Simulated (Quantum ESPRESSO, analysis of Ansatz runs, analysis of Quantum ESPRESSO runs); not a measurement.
# Li-H pair in ZnO: local vibrational mode, PBE (Quantum ESPRESSO), part 3 of 3

Aim: the local vibrational mode of the Li-H pair in ZnO, to be set beside the measurement. Set-up: PBE, GBRV 1.5 PBE, 72-site cell, PBE lattice, k: the zone centre alone, anharmonic cut along the mode. The model is a cell of 72 host atoms with Li put on another atom's site and H put in between. The frequencies come from force constants among the defect atom and its neighbours, with the masses of the isotopes named.

Quantum ESPRESSO 7.5; PBE, GBRV 1.5 PBE, 72-site cell, PBE lattice, k: the zone centre alone, anharmonic cut along the mode.

So far. Step 2 (Relaxation, charge 0): Neighbours of the added atoms: H73: O39 0.98, Li38 2.06, Zn61 2.50 Å.

## Step 5: Point 1 along the mode

A light atom samples the curved part of its well, so the energy is mapped along the mode and the one-dimensional Schrödinger equation solved on it.

This step: Quantum ESPRESSO plane-wave DFT, PBE, GBRV 1.5 PBE potentials; single point of a defect supercell.

pw.in

```
&CONTROL
  calculation = 'scf'
  prefix = 'pwscf'
  outdir = './tmp'
  pseudo_dir = './pseudo'
  tprnfor = .true.
  disk_io = 'low'
/
&SYSTEM
  ibrav = 0
  nat = 73
  ntyp = 4
  ecutwfc = 45
  ecutrho = 360
  nbnd = 464
  occupations = 'smearing'
  smearing = 'fd'
  degauss = 0.00073499
  nosym = .true.
/
&ELECTRONS
  conv_thr = 7d-08
  electron_maxstep = 100
  mixing_beta = 0.5
/
ATOMIC_SPECIES
Zn    65.3800 zn_pbe_v1.uspp.F.UPF
O     15.9990 o_pbe_v1.2.uspp.F.UPF
Li     6.9400 li_pbe_v1.4.uspp.F.UPF
H      1.0080 h_pbe_v1.4.uspp.F.UPF
CELL_PARAMETERS angstrom
   9.8424224608    0.0000000000    0.0000000000
  -4.9212112304    8.5237879669    0.0000000000
   0.0000000000    0.0000000000   10.5930620368
ATOMIC_POSITIONS crystal
Zn     0.1103004977    0.2220847032    0.2517696645
Zn     0.2198280331    0.1099917459    0.0008488151
[... 25 atom lines left out ...]
O      0.4448570870    0.2236985440    0.4374798567
Zn     0.4381002867    0.2097011722    0.7571757588
Zn     0.5537236292    0.1149320940    0.4983383999
[... 5 atom lines left out ...]
O      0.4446838625    0.5552425996    0.4372681402
Zn     0.4382850212    0.5619534198    0.7568668453
Li     0.5548141150    0.4445616824    0.4193627460
O      0.5559565849    0.4446040302    0.7054455306
[... 20 atom lines left out ...]
O      0.7757720482    0.5548627542    0.4377062803
Zn     0.7907946560    0.5622522862    0.7575405585
Zn     0.8848779916    0.4462302530    0.4983900143
[... 7 atom lines left out ...]
Zn     0.8849755792    0.7726173310    0.4984289206
[... 2 atom lines left out ...]
H      0.5567965014    0.4446657290    0.6402146150
K_POINTS gamma
```

Started as:

```bash
> OMP_NUM_THREADS=1 pw.x -in pw.in > pw.out
```

What it wrote:

```text
[banner, memory and clock lines left out]
          URL

     gamma-point specific algorithms are used

     G-vector sticks info

     bravais-lattice index     =            0
     lattice parameter (alat)  =      18.5995  a.u.
     unit-cell volume          =    5997.2583 (a.u.)^3
     number of atoms/cell      =           73
     number of atomic types    =            4
     number of electrons       =       920.00
     number of Kohn-Sham states=          464
     kinetic-energy cutoff     =      45.0000  Ry
     charge density cutoff     =     360.0000  Ry
     scf convergence threshold =      7.0E-08
     mixing beta               =       0.5000
     number of iterations used =            8  plain     mixing
     Exchange-correlation=  SLA  PW   PBX  PBC
                           (   1   4   3   4   0   0   0)

     celldm(1)=  18.599483  celldm(2)=   0.000000  celldm(3)=   0.000000
     celldm(4)=   0.000000  celldm(5)=   0.000000  celldm(6)=   0.000000

     crystal axes: (cart. coord. in units of alat)
               a(1) = (   1.000000   0.000000   0.000000 )
               a(2) = (  -0.500000   0.866025   0.000000 )
               a(3) = (   0.000000   0.000000   1.076266 )

     reciprocal axes: (cart. coord. in units 2 pi/alat)
               b(1) = (  1.000000  0.577350 -0.000000 )
               b(2) = (  0.000000  1.154701  0.000000 )
               b(3) = (  0.000000 -0.000000  0.929139 )

     PseudoPot. # 1 for Zn read from file:
     zn_pbe_v1.uspp.F.UPF
     Pseudo is Ultrasoft, Zval = 20.0
     Generated by new atomic code, or converted to UPF format
     Using radial grid of  943 points,  6 beta functions with:
                l(1) =   0
                l(2) =   0
                l(3) =   1
                l(4) =   1
                l(5) =   2
                l(6) =   2
     Q(r) pseudized with  8 coefficients,  rinner =    1.100   1.100   1.100
                                                       1.100   1.100

     PseudoPot. # 2 for O  read from file:
     o_pbe_v1.2.uspp.F.UPF
     Pseudo is Ultrasoft + core correction, Zval =  6.0
     Generated by new atomic code, or converted to UPF format
     Using radial grid of  737 points,  5 beta functions with:
                l(1) =   0
                l(2) =   0
                l(3) =   1
                l(4) =   1
[...]
Q(r) pseudized with  8 coefficients,  rinner =    0.900   0.900   0.900
                                                       0.900   0.900

     PseudoPot. # 3 for Li read from file:
     li_pbe_v1.4.uspp.F.UPF
     Pseudo is Ultrasoft, Zval =  3.0
     Generated by new atomic code, or converted to UPF format
     Using radial grid of  751 points,  5 beta functions with:
[...]
l(3) =   0
                l(4) =   1
                l(5) =   1
     Q(r) pseudized with 10 coefficients,  rinner =    1.150   1.150   1.150

     PseudoPot. # 4 for H  read from file:
     h_pbe_v1.4.uspp.F.UPF
     Pseudo is Ultrasoft, Zval =  1.0
     Generated by new atomic code, or converted to UPF format
     Using radial grid of  615 points,  2 beta functions with:
                l(1) =   0
                l(2) =   0
     Q(r) pseudized with  8 coefficients,  rinner =    0.700

     atomic species   valence    mass     pseudopotential
     Zn               20.00    65.38000     Zn( 1.00)
     O                 6.00    15.99900     O ( 1.00)
     Li                3.00     6.94000     Li( 1.00)
     H                 1.00     1.00800     H ( 1.00)

     No symmetry found

   Cartesian axes

     site n.     atom                  positions (alat units)
         1        Zn     tau(   1) = (  -0.0007419   0.1923310   0.2709711  )
         2        Zn     tau(   2) = (   0.1648322   0.0952556   0.0009136  )
         3        O      tau(   3) = (   0.1647453   0.0952037   0.2033128  )
         4        O      tau(   4) = (  -0.0003764   0.1925303   0.4739020  )
         5        Zn     tau(   5) = (  -0.0004821   0.1923664   0.8065577  )
         6        Zn     tau(   6) = (   0.1697928   0.0994784   0.5363367  )
         7        O      tau(   7) = (   0.1668251   0.0969737   0.7420084  )
         8        O      tau(   8) = (  -0.0003193   0.1924643   1.0102733  )
         9        Zn     tau(   9) = (  -0.1669675   0.4815145   0.2721161  )
        10        Zn     tau(  10) = (  -0.0019071   0.3841342   0.0007818  )
        11        O      tau(  11) = (  -0.0021439   0.3841715   0.2032087  )
        12        O      tau(  12) = (  -0.1671387   0.4804901   0.4749530  )
        13        Zn     tau(  13) = (  -0.1667029   0.4810446   0.8054346  )
        14        Zn     tau(  14) = (   0.0040137   0.3864526   0.5362818  )
        15        O      tau(  15) = (   0.0005743   0.3849570   0.7419799  )
        16        O      tau(  16) = (  -0.1668299   0.4816284   1.0095396  )
        17        Zn     tau(  17) = (  -0.3333661   0.7698123   0.2721444  )
        18        Zn     tau(  18) = (  -0.1667676   0.6737374   0.0005755  )
        19        O      tau(  19) = (  -0.1669326   0.6737305   0.2042066  )
        20        O      tau(  20) = (  -0.3343500   0.7702857   0.4749693  )
[...]
ethr =  1.00E-02,  avg # of iterations =  2.0

     total energy              =  -17328.06550385 Ry
     estimated scf accuracy    <      17.55052727 Ry

     iteration #  2     ecut=    45.00 Ry     beta= 0.50
     Davidson diagonalization with overlap
     ethr =  1.91E-03,  avg # of iterations =  3.0

     total energy              =  -17333.04566395 Ry
     estimated scf accuracy    <       8.33539480 Ry

     iteration #  3     ecut=    45.00 Ry     beta= 0.50
     Davidson diagonalization with overlap
     ethr =  9.06E-04,  avg # of iterations =  2.0

     total energy              =  -17334.56206448 Ry
     estimated scf accuracy    <       0.55018312 Ry

     iteration #  4     ecut=    45.00 Ry     beta= 0.50
     Davidson diagonalization with overlap
     ethr =  5.98E-05,  avg # of iterations =  6.0

     total energy              =  -17334.62673883 Ry
     estimated scf accuracy    <       0.09046463 Ry

     iteration #  5     ecut=    45.00 Ry     beta= 0.50
     Davidson diagonalization with overlap
     ethr =  9.83E-06,  avg # of iterations = 12.0

     total energy              =  -17334.63589009 Ry
     estimated scf accuracy    <       0.02252239 Ry

     iteration #  6     ecut=    45.00 Ry     beta= 0.50
     Davidson diagonalization with overlap
     ethr =  2.45E-06,  avg # of iterations =  5.0

     total energy              =  -17334.63668782 Ry
     estimated scf accuracy    <       0.00443059 Ry

     iteration #  7     ecut=    45.00 Ry     beta= 0.50
     Davidson diagonalization with overlap
     ethr =  4.82E-07,  avg # of iterations =  6.0

     total energy              =  -17334.63741772 Ry
     estimated scf accuracy    <       0.00034775 Ry

     iteration #  8     ecut=    45.00 Ry     beta= 0.50
     Davidson diagonalization with overlap
     ethr =  3.78E-08,  avg # of iterations =  4.0

     total energy              =  -17334.63748718 Ry
     estimated scf accuracy    <       0.00009687 Ry

     iteration #  9     ecut=    45.00 Ry     beta= 0.50
     Davidson diagonalization with overlap
     ethr =  1.05E-08,  avg # of iterations =  4.0

     total energy              =  -17334.63750511 Ry
     estimated scf accuracy    <       0.00002851 Ry

     iteration # 10     ecut=    45.00 Ry     beta= 0.50
     Davidson diagonalization with overlap
     ethr =  3.10E-09,  avg # of iterations =  3.0

     total energy              =  -17334.63751033 Ry
     estimated scf accuracy    <       0.00000125 Ry

     iteration # 11     ecut=    45.00 Ry     beta= 0.50
     Davidson diagonalization with overlap
     ethr =  1.35E-10,  avg # of iterations =  4.0

     total energy              =  -17334.63751059 Ry
     estimated scf accuracy    <       0.00000099 Ry

     iteration # 12     ecut=    45.00 Ry     beta= 0.50
     Davidson diagonalization with overlap
     ethr =  1.07E-10,  avg # of iterations =  3.0

     End of self-consistent calculation

          k = 0.0000 0.0000 0.0000 ( 15280 PWs)   bands (ev):

  -115.6665-115.6654-115.6651-115.4691-115.3996-115.3994-115.3989-115.3811
  -115.3810-115.3806-115.3806-115.3805-115.3804-115.3777-115.3775-115.3771
  -115.3685-115.3666-115.3280-115.3275-115.3273-115.3177-115.3170-115.3170
  -115.3116-115.3114-115.3114-115.2625-115.2486-115.1832-115.1830-115.1823
  -115.1822-115.1820-115.1818 -69.9098 -69.9079 -69.9076 -69.8384 -69.8383
   -69.8381 -69.8375 -69.8375 -69.8371 -69.6663 -69.6662 -69.6619 -69.5978
   -69.5976 -69.5972 -69.5971 -69.5968 -69.5963 -69.5920 -69.5914 -69.5909
   -69.5830 -69.5824 -69.5824 -69.5822 -69.5819 -69.5817 -69.5772 -69.5770
   -69.5765 -69.5753 -69.5747 -69.5746 -69.5745 -69.5742 -69.5742 -69.5740
   -69.5740 -69.5739 -69.5738 -69.5736 -69.5735 -69.5732 -69.5731 -69.5728
   -69.5707 -69.5701 -69.5695 -69.5644 -69.5643 -69.5641 -69.5627 -69.5626
   -69.5620 -69.5283 -69.5279 -69.5275 -69.5231 -69.5223 -69.5220 -69.5203
   -69.5197 -69.5196 -69.5192 -69.5186 -69.5185 -69.5151 -69.5145 -69.5142
   -69.5134 -69.5129 -69.5127 -69.5125 -69.5119 -69.5117 -69.5051 -69.5050
   -69.5050 -69.4971 -69.4968 -69.4965 -69.4684 -69.4541 -69.4534 -69.4532
[...]
6.8258   6.8546   6.8736   6.8939   6.9000   6.9003   6.9148   6.9173
     6.9178   6.9434   6.9438   6.9810   7.0176   7.0189   7.0417   7.2005
     7.2698   7.2700   7.2954   7.2955   7.3305   7.3910   7.3915   7.4719
     7.4723   7.5286   7.5448   7.5450   7.6077   7.6523   7.6527   7.7511
     7.7513   7.9934   8.0965   8.0965   8.9015  11.4400  11.5220  12.1902

     the Fermi energy is     8.5385 ev

!    total energy              =  -17334.63751071 Ry
     estimated scf accuracy    <       0.00000006 Ry
     smearing contrib. (-TS)   =       0.00000000 Ry
     internal energy E=F+TS    =  -17334.63751071 Ry

     The total energy is F=E-TS. E is the sum of the following terms:
     one-electron contribution =  -14533.97723502 Ry
     hartree contribution      =    7631.39735175 Ry
     xc contribution           =   -1747.80501977 Ry
     ewald contribution        =   -8684.25260766 Ry

     convergence has been achieved in  12 iterations

     Forces acting on atoms (cartesian axes, Ry/au):

     atom    1 type  1   force =     0.00024563    0.00011600    0.00008003
     atom    2 type  1   force =    -0.00010005    0.00000961    0.00055101
     atom    3 type  2   force =    -0.00023210   -0.00012625   -0.00053206
     atom    4 type  2   force =    -0.00030342   -0.00011953    0.00019310
     atom    5 type  1   force =    -0.00049557   -0.00026656    0.00032410
     atom    6 type  1   force =     0.00082355    0.00050168   -0.00115584
     atom    7 type  2   force =     0.00079193    0.00107122    0.00081794
     atom    8 type  2   force =     0.00016915    0.00012141   -0.00035210
     atom    9 type  1   force =    -0.00000068   -0.00006426    0.00022257
     atom   10 type  1   force =    -0.00002845   -0.00005569    0.00055373
[...]
atom   69 type  1   force =    -0.00004559    0.00062065    0.00036856
     atom   70 type  1   force =    -0.00000075   -0.00107469   -0.00131860
     atom   71 type  2   force =    -0.00058845   -0.00127949    0.00075935
     atom   72 type  2   force =    -0.00004000   -0.00015219   -0.00039754
     atom   73 type  4   force =     0.02033578    0.00133349   -1.82450661

     Total force =     2.572073     Total SCF correction =     0.000695
```

The job ended after 7.1 min (1 thread of Arm Neoverse V2, shared host; peak memory 2 GiB).

## Step 6: Anharmonic fundamental

Analysis of the runs above: one-dimensional Schroedinger equation on a polynomial through Quantum ESPRESSO plane-wave DFT, PBE, GBRV 1.5 PBE potentials energies along the local mode.

Energy against normal coordinate:

```csv
normal coordinate (amu½ Å),energy (eV)
-0.283,4.75
-0.208,2.03
-0.142,0.777
-0.071,0.159
0.000,0
0.071,0.109
0.142,0.371
0.208,0.689
0.283,1.09
0.359,1.51
```

## Step 7: Summary of results

| Quantity | Value |
| --- | --- |
| distance from the defect atom to its nearest neighbour | 0.982 Å |
| O-H stretch, 1H | 3585 cm⁻¹ |
| O-D stretch, 2H | 2638 cm⁻¹ |

In words: O-H stretch, 1H: computed 3585 cm⁻¹, measured 3577.3 cm⁻¹; 8 cm⁻¹ (0 %) above the measurement. O-D stretch, 2H: computed 2638 cm⁻¹, measured 2644.4 cm⁻¹; 6 cm⁻¹ (0 %) below the measurement. The anharmonic cut moves the O-H stretch, 1H from 3778 to 3585 cm⁻¹; a straight cut leaves out the coupling to the other modes. Only the named neighbours move, so modes near the host's band are approximate. Limits: the zone centre alone is a coarse sampling for this cell.

[Logs are printed without paths, hosts, clocks, repeated set-up lines and the standing remarks that a program may print on its own settings, such as how far it seeks lower states.]

[Hosts, paths, dates, database ids (printed as entryN), source tags and the programs' standing remarks are cut or masked in the printed files.]

[For some hosts the program warned that the k-mesh of the response run may be too coarse for force constants and the static dielectric constant; such warnings are not shown here.]
